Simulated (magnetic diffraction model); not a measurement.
## Er2FeSnGe: what an assumed order does to the neutron pattern

Space group C2/m (no. 12), a = 10.9310 Å, b = 4.3390 Å, c = 10.2950 Å, β = 116.91°.

```csv
site,atom,x,y,z
4i,Er,0.0073,0,0.3339
4i,Er,0.6840,1/2,0.1148
4i,Sn,0.8302,1/2,0.4405
4i,Ge,0.9882,1/2,0.1218
4i,Fe,0.7319,0,0.3375
```

The compound is invented for this exercise: a known structure type with other elements, its cell scaled to their sizes and not relaxed.

Only Er and Fe are taken to order (form factors of Er3+ and Fe2+); orders and moment sizes are assumed, and not adapted to the symmetry. Radiation: neutrons of λ = 1.8 Å, 3° to 40°; isotropic B of 0.48 Å² (Er), 0.38 Å² (Sn), 0.46 Å² (Ge) and 0.52 Å² (Fe). Simulated constant-wavelength pattern: nuclear and magnetic terms add, the magnetic one as |2.695 fm × Σ f S⊥ exp(2πi Q·r) exp(−B s²)|², summed over all Q at one angle with the factor 1/(sin²θ cos θ). For collinear order S is the moment m, which repeats by lattice and centring translations R with the sign exp(−2πi k·R). Free-ion form factors, Sears's scattering lengths of 1992, no absorption; a label names one of the reflections at its angle. The strongest nuclear line in the range is 100, and lines under 0.2 are left out.

Assume the order k = (0 0 3/2), collinear moments along [010], 8.1 μB on Er and 1.57 μB on Fe; signs + at (0.0073, 0, 0.3339), − at (0.9927, 0, 0.6661), + at (0.6840, 1/2, 0.1148), + at (0.3160, 1/2, 0.8852), + at (0.7319, 0, 0.3375), − at (0.2681, 0, 0.6625).

Predict the pattern, nuclear and magnetic parts apart.

```
2θ (°)       index  nuclear  magnetic
  5.62   (0 0 1/2)      0.0    1048.0
 11.25     (0 0 1)      9.8       0.0
 16.91   (0 0 3/2)      0.0     513.1
 19.03    (2 0 -1)     36.0       0.0
 19.37  (2 0 -1/2)      0.0     201.1
 20.33  (2 0 -3/2)      0.0     249.5
 21.28     (2 0 0)      1.2       0.0
 22.61     (0 0 2)      1.5       0.0
 23.01    (2 0 -2)      2.8       0.0
 24.41   (2 0 1/2)      0.0      31.7
 25.80  (1 1 -1/2)      0.0      17.1
 26.25     (1 1 0)      0.8       0.0
 26.61    (1 1 -1)      9.2       0.0
 26.67  (2 0 -5/2)      0.0      29.2
 27.88   (1 1 1/2)      0.0      56.9
 28.37   (0 0 5/2)      0.0     102.4
 28.38     (2 0 1)      1.1       0.0
 28.57  (1 1 -3/2)      0.0      43.0
 30.54     (1 1 1)      4.0       0.0
 31.00    (2 0 -3)      1.5       0.0
 31.48    (1 1 -2)     13.1       0.0
 32.92   (2 0 3/2)      0.0      42.3
 34.00   (1 1 3/2)      0.0      82.4
 34.21     (0 0 3)      2.9       0.0
 35.14  (1 1 -5/2)      0.0      36.5
 35.80  (2 0 -7/2)      0.0      15.3
 37.72  (3 1 -3/2)      0.0      76.1
 37.77    (3 1 -1)     46.9       0.0
 37.87     (2 0 2)      7.0       0.0
 38.07     (1 1 2)     65.8       0.0
 38.53  (4 0 -3/2)      0.0      55.4
 38.56    (3 1 -2)     26.4       0.0
 38.61    (4 0 -2)     45.5       0.0
 38.71  (3 1 -1/2)      0.0      27.9
 39.33    (4 0 -1)      6.0       0.0
 39.37    (1 1 -3)    100.0       0.0
 39.56  (4 0 -5/2)      0.0      12.1
```

The strongest magnetic line in the range is (0 0 1/2) at 5.62° (1048.0). On top of the Lorentz factor, which all lines share, magnetic lines fade with angle because f falls: for Er3+ it is 0.96, 0.86, 0.73 and 0.47 at sin θ/λ = 0.1, 0.2, 0.3 and 0.5 Å⁻¹, while nuclear lengths stay constant. The order has no net moment.

[Logs are printed without paths, hosts, clocks, repeated set-up lines and the standing remarks that a program may print on its own settings, such as how far it seeks lower states.]
